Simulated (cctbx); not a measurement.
**A crystallographic session in cctbx: SrBe4Cu5Si4**

Library: cctbx 2025.11. The data are simulated by the first script.

## 1. Simulate the data

run.py:

```python
from cctbx import adptbx, crystal, miller, sgtbx, xray
from cctbx.array_family import flex
from iotbx.shelx import hklf
from scitbx import matrix
import scitbx.random

cs = crystal.symmetry(unit_cell=(7.914, 7.914, 11.422, 90, 90, 90), space_group_symbol='Hall: -I 4 2c')  # I4/mcm
atoms = [  # label, site, U (iso, or U11 U22 U33 U12 U13 U23 in A^2), occupancy
    ("Sr1", (0.5, 0.5, 0.25), 0.0028, 1),
    ("Cu1", (0.5, 0, 0), 0.0034, 1),
    ("Cu2", (0.6197, 0.1197, 0.3248), 0.0043, 1),
    ("Si1", (0.8187, 0.3187, 0.3885), 0.0040, 1),
    ("Be1", (0.5629, 0.7162, 0), 0.0064, 1),
]
xs = xray.structure(crystal_symmetry=cs)
for label, site, u, occ in atoms:
    u = adptbx.u_cif_as_u_star(cs.unit_cell(), u) if isinstance(u, tuple) else u
    xs.add_scatterer(xray.scatterer(label, site=site, u=u, occupancy=occ))
xs.set_inelastic_form_factors(0.71073, "sasaki")
xs.show_summary()
p1 = xs.expand_to_p1()
ms = miller.build_set(p1, anomalous_flag=True, d_min=0.75)
flex.set_random_seed(119448)
scitbx.random.set_random_seed(119448)
ms = ms.select(flex.random_double(ms.size()) < 0.95)
i = ms.structure_factors_from_scatterers(p1, algorithm="direct").f_calc().as_intensity_array().data()
i = i / flex.sqrt(1 + 0.1 * i / flex.max(i))  # extinction
i = i * 20000 / flex.max(i)
sig = flex.sqrt(i + flex.pow2(0.04 * i) + 15 ** 2)
noise = scitbx.random.variate(scitbx.random.normal_distribution())(i.size())
data = ms.array(data=i + sig * noise, sigmas=sig).set_observation_type_xray_intensity()
with open("data.hkl", "w") as f:
    data.export_as_shelx_hklf(f)
print("reflections written:", data.size(), " <I/sigma> = %.1f" % flex.mean(data.data() / data.sigmas()))
for h, a, b in list(data.sort("data"))[:12]:
    print("%4d%4d%4d %9.1f %7.1f" % (h + (a, b)))
```

```console
$ python run.py
```

```text
Number of scatterers: 5
At special positions: 5
Unit cell: (7.914, 7.914, 11.422, 90, 90, 90)
Space group: I 4/m c m (No. 140)
reflections written: 6776  <I/sigma> = 6.2
  -4   4   0   21488.5   812.5
   4  -4   0   21238.6   812.5
  -4  -4   0   20161.8   812.5
   4   4   0   20004.8   812.5
   1  -1  -6   12295.4   486.7
  -1   1   6   12246.3   486.7
   1   1   6   12234.7   486.7
  -1  -1   6   12213.6   486.7
  -1   1  -6   12118.6   486.7
   4   0   8   11902.3   469.7
   1   1  -6   11705.6   486.7
   0   4   8   11584.3   469.7
```

Run time: 0.45 s on 1 thread of Arm Neoverse N1, on a shared host, peak memory 0.07 GiB.

## 2. Refinement (right model, isotropic)

run.py:

```python
import math
from cctbx import adptbx, crystal, maptbx, sgtbx, xray
from cctbx.array_family import flex
from cctbx.xray import observations
from iotbx.shelx import hklf
from scitbx.lstbx import normal_eqns_solving
from smtbx import absolute_structure, utils
from smtbx.refinement import constraints, least_squares

cs = crystal.symmetry(unit_cell=(7.914, 7.914, 11.422, 90, 90, 90), space_group_symbol='Hall: -I 4 2c')  # I4/mcm
atoms = [  # label, site, U (iso, or U11 U22 U33 U12 U13 U23 in A^2), occupancy
    ("Sr1", (0.5, 0.5, 0.25), 0.0200, 1),
    ("Cu1", (0.5, 0, 0), 0.0200, 1),
    ("Cu2", (0.6161, 0.1161, 0.3234), 0.0200, 1),
    ("Si1", (0.8162, 0.3162, 0.3962), 0.0200, 1),
    ("Be1", (0.5718, 0.7141, 0), 0.0200, 1),
]
xs = xray.structure(crystal_symmetry=cs)
for label, site, u, occ in atoms:
    u = adptbx.u_cif_as_u_star(cs.unit_cell(), u) if isinstance(u, tuple) else u
    xs.add_scatterer(xray.scatterer(label, site=site, u=u, occupancy=occ))
xs.set_inelastic_form_factors(0.71073, "sasaki")
raw = hklf.reader(file_name="data.hkl").as_miller_arrays(crystal_symmetry=cs, anomalous=True)[0]
merged = raw.eliminate_sys_absent().merge_equivalents()
fo2 = merged.array().set_observation_type_xray_intensity()
print("Rint %.3f, %d unique reflections to %.2f A" % (merged.r_int(), fo2.size(), fo2.d_min()))
for sc in xs.scatterers():
    sc.flags.set_grad_site(True)
    sc.flags.set_grad_u_aniso(sc.flags.use_u_aniso())
    sc.flags.set_grad_u_iso(sc.flags.use_u_iso())
obs = fo2.as_xray_observations()
extra = {}
rep = constraints.reparametrisation(xs, [], utils.connectivity_table(xs), **extra)
ls = least_squares.crystallographic_ls(obs, rep, weighting_scheme=least_squares.mainstream_shelx_weighting(a=0, b=0))
print("cycle     R1     wR2    GooF  max shift (A)")
for cycle in range(8):
    ls.build_up()
    r1, wr2, goof = ls.r1_factor(cutoff_factor=2)[0], ls.wR2(), ls.goof()
    old = xs.sites_cart()
    normal_eqns_solving.levenberg_marquardt_iterations(ls, n_max_iterations=3, tau=1e-06, step_threshold=1e-7)
    big = flex.max((xs.sites_cart() - old).norms())
    print("%4d %7.4f %7.4f %7.3f %9.5f" % (cycle + 1, r1, wr2, goof, big))
    ls.build_up(objective_only=True)
    if abs(ls.wR2() - wr2) < 5e-5 and big < 5e-4:
        break
ls.build_up()
print("final R1 %.4f wR2 %.4f GooF %.3f  parameters %d  data/parameter %.1f" % (ls.r1_factor(cutoff_factor=2)[0], ls.wR2(), ls.goof(), ls.n_parameters, fo2.size() / ls.n_parameters))
cov = ls.covariance_matrix_and_annotations()
su = dict(zip(cov.annotations, (math.sqrt(max(v, 0)) for v in cov.matrix.matrix_packed_u_diagonal())))
a2 = cs.unit_cell().reciprocal_parameters()[0] ** -2
print("atom        x        y        z      Ueq    occ   su(xyz)  su(Uiso or U11)")
for sc in xs.scatterers():
    s = max(su.get(sc.label + k, 0) for k in (".x", ".y", ".z"))
    npd = "" if sc.is_positive_definite_u(cs.unit_cell()) else "  NPD"
    print("%-5s %8.5f %8.5f %8.5f %8.4f %6.3f %8.5f %7.4f%s" % ((sc.label,) + sc.site + (sc.u_iso_or_equiv(cs.unit_cell()), sc.occupancy, s, su.get(sc.label + ".uiso", su.get(sc.label + ".u11", 0) * a2), npd)))
fo = fo2.f_sq_as_f()
fc = fo.structure_factors_from_scatterers(xs, algorithm="direct").f_calc()
diff = fo.f_obs_minus_f_calc(1 / math.sqrt(ls.scale_factor()), fc).average_bijvoet_mates()
m = diff.fft_map(symmetry_flags=maptbx.use_space_group_symmetry, resolution_factor=0.25).apply_volume_scaling()
print("difference map: max %.2f min %.2f rms %.2f" % (m.statistics().max(), m.statistics().min(), m.statistics().sigma()))
peaks = m.peak_search(parameters=maptbx.peak_search_parameters(min_distance_sym_equiv=0.6, max_clusters=6)).all()
near = xs.closest_distances(peaks.sites(), distance_cutoff=4)
sps = cs.special_position_settings(min_distance_sym_equiv=0.5)
for k, (x, h) in enumerate(zip(peaks.sites(), peaks.heights())):
    ss = sps.site_symmetry(x)
    print("Q%-3d %7.4f %7.4f %7.4f %4d %7.2f  %.2f A from %s" % ((k + 1,) + tuple(t % 1 for t in ss.exact_site()) + (ss.multiplicity(), h, near.smallest_distances[k], xs.scatterers()[near.i_seqs[k]].label)))
```

```console
$ python run.py
```

```text
Rint 0.038, 261 unique reflections to 0.75 A
cycle     R1     wR2    GooF  max shift (A)
   1  0.1898  0.4330  22.758   0.09204
   2  0.0097  0.0191   1.001   0.00000
final R1 0.0097 wR2 0.0191 GooF 1.001  parameters 11  data/parameter 23.7
atom        x        y        z      Ueq    occ   su(xyz)  su(Uiso or U11)
Sr1    0.50000  0.50000  0.25000   0.0027  1.000  0.00000  0.0001
Cu1    0.50000  0.00000  0.00000   0.0033  1.000  0.00000  0.0001
Cu2    0.61968  0.11968  0.32479   0.0042  1.000  0.00002  0.0001
Si1    0.81875  0.31875  0.38854   0.0039  1.000  0.00004  0.0001
Be1    0.56311  0.71684  0.00000   0.0062  1.000  0.00031  0.0004
difference map: max 0.51 min -0.53 rms 0.11
Q1    0.0801  0.4199  0.2800   16    0.51  0.68 A from Cu2
Q2    0.0838  0.4162  0.4190   16    0.48  1.15 A from Cu2
Q3    0.0875  0.4125  0.1245   16    0.44  1.06 A from Si1
Q4    0.1473  0.3527  0.0661   16    0.43  0.64 A from Si1
Q5    0.1481  0.3519  0.3713   16    0.41  0.62 A from Cu2
Q6    0.0000  0.3348  0.2500   16    0.41  1.33 A from Cu2
```

Time: 0.57 s.

## 3. Refinement (right model, anisotropic)

run.py, as its changes from the last script of this kind:

```diff
@@ -12,5 +12,5 @@
-    ("Sr1", (0.5, 0.5, 0.25), 0.0200, 1),
-    ("Cu1", (0.5, 0, 0), 0.0200, 1),
-    ("Cu2", (0.6161, 0.1161, 0.3234), 0.0200, 1),
-    ("Si1", (0.8162, 0.3162, 0.3962), 0.0200, 1),
-    ("Be1", (0.5718, 0.7141, 0), 0.0200, 1),
+    ("Sr1", (0.5, 0.5, 0.25), 0.0030, 1),
+    ("Cu1", (0.5, 0, 0), 0.0033, 1),
+    ("Cu2", (0.61968, 0.11968, 0.32479), 0.0042, 1),
+    ("Si1", (0.81875, 0.31875, 0.38854), 0.0039, 1),
+    ("Be1", (0.56311, 0.71684, 0), 0.0062, 1),
@@ -22,0 +23 @@
+xs.convert_to_anisotropic()
```

```console
$ python run.py
```

```text
Rint 0.038, 261 unique reflections to 0.75 A
cycle     R1     wR2    GooF  max shift (A)
   1  0.0104  0.0204   1.096   0.00062
   2  0.0096  0.0187   1.008   0.00000
final R1 0.0096 wR2 0.0187 GooF 1.008  parameters 23  data/parameter 11.3
atom        x        y        z      Ueq    occ   su(xyz)  su(Uiso or U11)
Sr1    0.50000  0.50000  0.25000   0.0027  1.000  0.00000  0.0001
Cu1    0.50000  0.00000  0.00000   0.0033  1.000  0.00000  0.0001
Cu2    0.61968  0.11968  0.32479   0.0042  1.000  0.00002  0.0001
Si1    0.81875  0.31875  0.38853   0.0039  1.000  0.00004  0.0001
Be1    0.56310  0.71676  0.00000   0.0062  1.000  0.00031  0.0010
difference map: max 0.48 min -0.53 rms 0.11
Q1    0.0778  0.4222  0.2786   16    0.49  0.71 A from Cu2
Q2    0.0835  0.4165  0.4203   16    0.48  1.16 A from Cu2
Q3    0.0876  0.4124  0.1244   16    0.44  1.06 A from Si1
Q4    0.1473  0.3527  0.0668   16    0.42  0.64 A from Si1
Q5    0.0000  0.3350  0.2500   16    0.41  1.32 A from Cu2
Q6    0.1491  0.3509  0.3728   16    0.36  0.64 A from Cu2
```

Time: 0.58 s.

## 4. Refinement

run.py, as its changes from the last script of this kind:

```diff
@@ -14 +14 @@
-    ("Cu2", (0.61968, 0.11968, 0.32479), 0.0042, 1),
+    ("Ge1", (0.61968, 0.11968, 0.32479), 0.0042, 1),
@@ -37 +37 @@
-for cycle in range(8):
+for cycle in range(12):
```

```console
$ python run.py
```

```text
Rint 0.038, 261 unique reflections to 0.75 A
cycle     R1     wR2    GooF  max shift (A)
   1  0.0723  0.1824   9.826   0.00393
   2  0.0248  0.0572   3.079   0.00003
final R1 0.0248 wR2 0.0572 GooF 3.079  parameters 23  data/parameter 11.3
atom        x        y        z      Ueq    occ   su(xyz)  su(Uiso or U11)
Sr1    0.50000  0.50000  0.25000   0.0006  1.000  0.00000  0.0003
Cu1    0.50000  0.00000  0.00000   0.0010  1.000  0.00000  0.0004
Ge1    0.61966  0.11966  0.32483   0.0089  1.000  0.00006  0.0003
Si1    0.81876  0.31876  0.38865   0.0016  1.000  0.00013  0.0004
Be1    0.56328  0.71638  0.00000   0.0034  1.000  0.00093  0.0028
difference map: max 1.49 min -1.46 rms 0.25
Q1    0.0000  0.0000  0.2229    8    1.50  0.31 A from Sr1
Q2    0.0000  0.5000  0.4727    8    1.19  0.31 A from Cu1
Q3    0.0919  0.4081  0.4094   16    0.76  1.01 A from Ge1
Q4    0.1573  0.3427  0.0723   16    0.66  0.52 A from Si1
Q5    0.1265  0.3098  0.1180   32    0.64  0.45 A from Si1
Q6    0.1978  0.3022  0.1379   16    0.60  0.36 A from Si1
```

Time: 0.61 s.

This run holds a fault made on purpose: wrong element: Ge1 is Cu.

## 5. Refinement

run.py, as its changes from the last script of this kind:

```diff
@@ -12,3 +12,3 @@
-    ("Sr1", (0.5, 0.5, 0.25), 0.0030, 1),
-    ("Cu1", (0.5, 0, 0), 0.0033, 1),
-    ("Ge1", (0.61968, 0.11968, 0.32479), 0.0042, 1),
+    ("Cu1", (0.5, 0.5, 0.25), 0.0030, 1),
+    ("Sr1", (0.5, 0, 0), 0.0033, 1),
+    ("Cu2", (0.61968, 0.11968, 0.32479), 0.0042, 1),
```

```console
$ python run.py
```

```text
Rint 0.038, 261 unique reflections to 0.75 A
cycle     R1     wR2    GooF  max shift (A)
   1  0.1336  0.3436  18.508   0.01219
   2  0.0364  0.1000   5.388   0.00047
final R1 0.0364 wR2 0.1000 GooF 5.388  parameters 23  data/parameter 11.3
atom        x        y        z      Ueq    occ   su(xyz)  su(Uiso or U11)
Cu1    0.50000  0.50000  0.25000  -0.0097  1.000  0.00000  0.0005  NPD
Sr1    0.50000  0.00000  0.00000   0.0161  1.000  0.00000  0.0007
Cu2    0.61968  0.11968  0.32474   0.0043  1.000  0.00011  0.0004
Si1    0.81862  0.31862  0.38837   0.0040  1.000  0.00023  0.0007
Be1    0.56450  0.71759  0.00000   0.0079  1.000  0.00170  0.0051
difference map: max 4.72 min -3.96 rms 0.42
Q1    0.0000  0.0000  0.2500    4    4.73  0.00 A from Cu1
Q2    0.1476  0.3524  0.0858   16    0.86  0.48 A from Si1
Q3    0.0971  0.1411  0.2690   32    0.63  1.37 A from Cu1
Q4    0.0705  0.4295  0.2809   16    0.57  0.74 A from Cu2
Q5    0.0844  0.4156  0.1274   16    0.57  1.10 A from Si1
Q6    0.0629  0.4371  0.4220   16    0.57  1.14 A from Sr1
```

Time: 0.6 s.

This run holds a fault made on purpose: elements exchanged: Sr1 is Cu and Cu1 is Sr.

## 6. Refinement

run.py, as its changes from the last script of this kind:

```diff
@@ -12,5 +12,5 @@
-    ("Cu1", (0.5, 0.5, 0.25), 0.0030, 1),
-    ("Sr1", (0.5, 0, 0), 0.0033, 1),
-    ("Cu2", (0.61968, 0.11968, 0.32479), 0.0042, 1),
-    ("Si1", (0.81875, 0.31875, 0.38854), 0.0039, 1),
-    ("Be1", (0.56311, 0.71684, 0), 0.0062, 1),
+    ("Sr1", (0.5, 0.5, 0.25), 0.0200, 1),
+    ("Cu1", (0.5, 0, 0), 0.0200, 1),
+    ("Cu2", (0.5875, 0.0875, 0.3811), 0.0200, 1),
+    ("Si1", (0.8218, 0.3218, 0.3687), 0.0200, 1),
+    ("Be1", (0.5841, 0.6822, 0), 0.0200, 1),
@@ -23 +22,0 @@
-xs.convert_to_anisotropic()
@@ -37 +36 @@
-for cycle in range(12):
+for cycle in range(10):
@@ -41 +40 @@
-    normal_eqns_solving.levenberg_marquardt_iterations(ls, n_max_iterations=3, tau=1e-06, step_threshold=1e-7)
+    normal_eqns_solving.levenberg_marquardt_iterations(ls, n_max_iterations=3, tau=0.0001, step_threshold=1e-7)
```

```console
$ python run.py
```

```text
Rint 0.038, 261 unique reflections to 0.75 A
cycle     R1     wR2    GooF  max shift (A)
   1  0.7828  0.9518  50.029   0.72818
   2  0.7274  0.9244  48.585   0.32996
   3  0.7130  0.9186  48.282   1.40929
   4  0.7162  0.9194  48.325   2.37296
   5  0.7008  0.9123  47.950   1.00490
   6  0.6826  0.8942  47.000   0.58474
   7  0.6813  0.8922  46.897   0.11377
   8  0.6793  0.8909  46.826   0.09963
   9  0.6782  0.8903  46.794   0.17308
  10  0.6777  0.8900  46.779   0.15395
final R1 0.6774 wR2 0.8898 GooF 46.770  parameters 11  data/parameter 23.7
atom        x        y        z      Ueq    occ   su(xyz)  su(Uiso or U11)
Sr1    0.50000  0.50000  0.25000   0.0001  1.000  0.00000  0.0102
Cu1    0.50000  0.00000  0.00000   0.0001  1.000  0.00000  0.0132
Cu2    0.54739  0.04739  0.39202   0.0119  1.000  0.00376  0.0081
Si1    0.81336  0.31336  0.40183   0.0001  1.000  0.00649  0.0136
Be1    0.53941  0.58983  0.00000   0.2524  1.000  1.83532  1.3073
difference map: max 253.89 min -55.78 rms 17.48
Q1    0.0000  0.0000  0.2500    4  253.89  0.00 A from Sr1
Q2    0.0000  0.5000  0.0000    4  197.72  0.00 A from Cu1
Q3    0.1936  0.3064  0.1055   16   99.56  0.11 A from Si1
Q4    0.1198  0.3802  0.3210   16   80.46  1.15 A from Cu2
Q5    0.1108  0.3892  0.1712   16   62.90  1.19 A from Si1
Q6    0.0428  0.4572  0.4031   16   52.96  0.14 A from Cu2
```

It took 0.96 s on 1 thread of Arm Neoverse N1, with other jobs on the host, peak memory 0.09 GiB.

This run holds a fault made on purpose: start far from the minimum.

[Logs are printed without paths, hosts, clocks, repeated set-up lines and the standing remarks that a program may print on its own settings, such as how far it seeks lower states.]
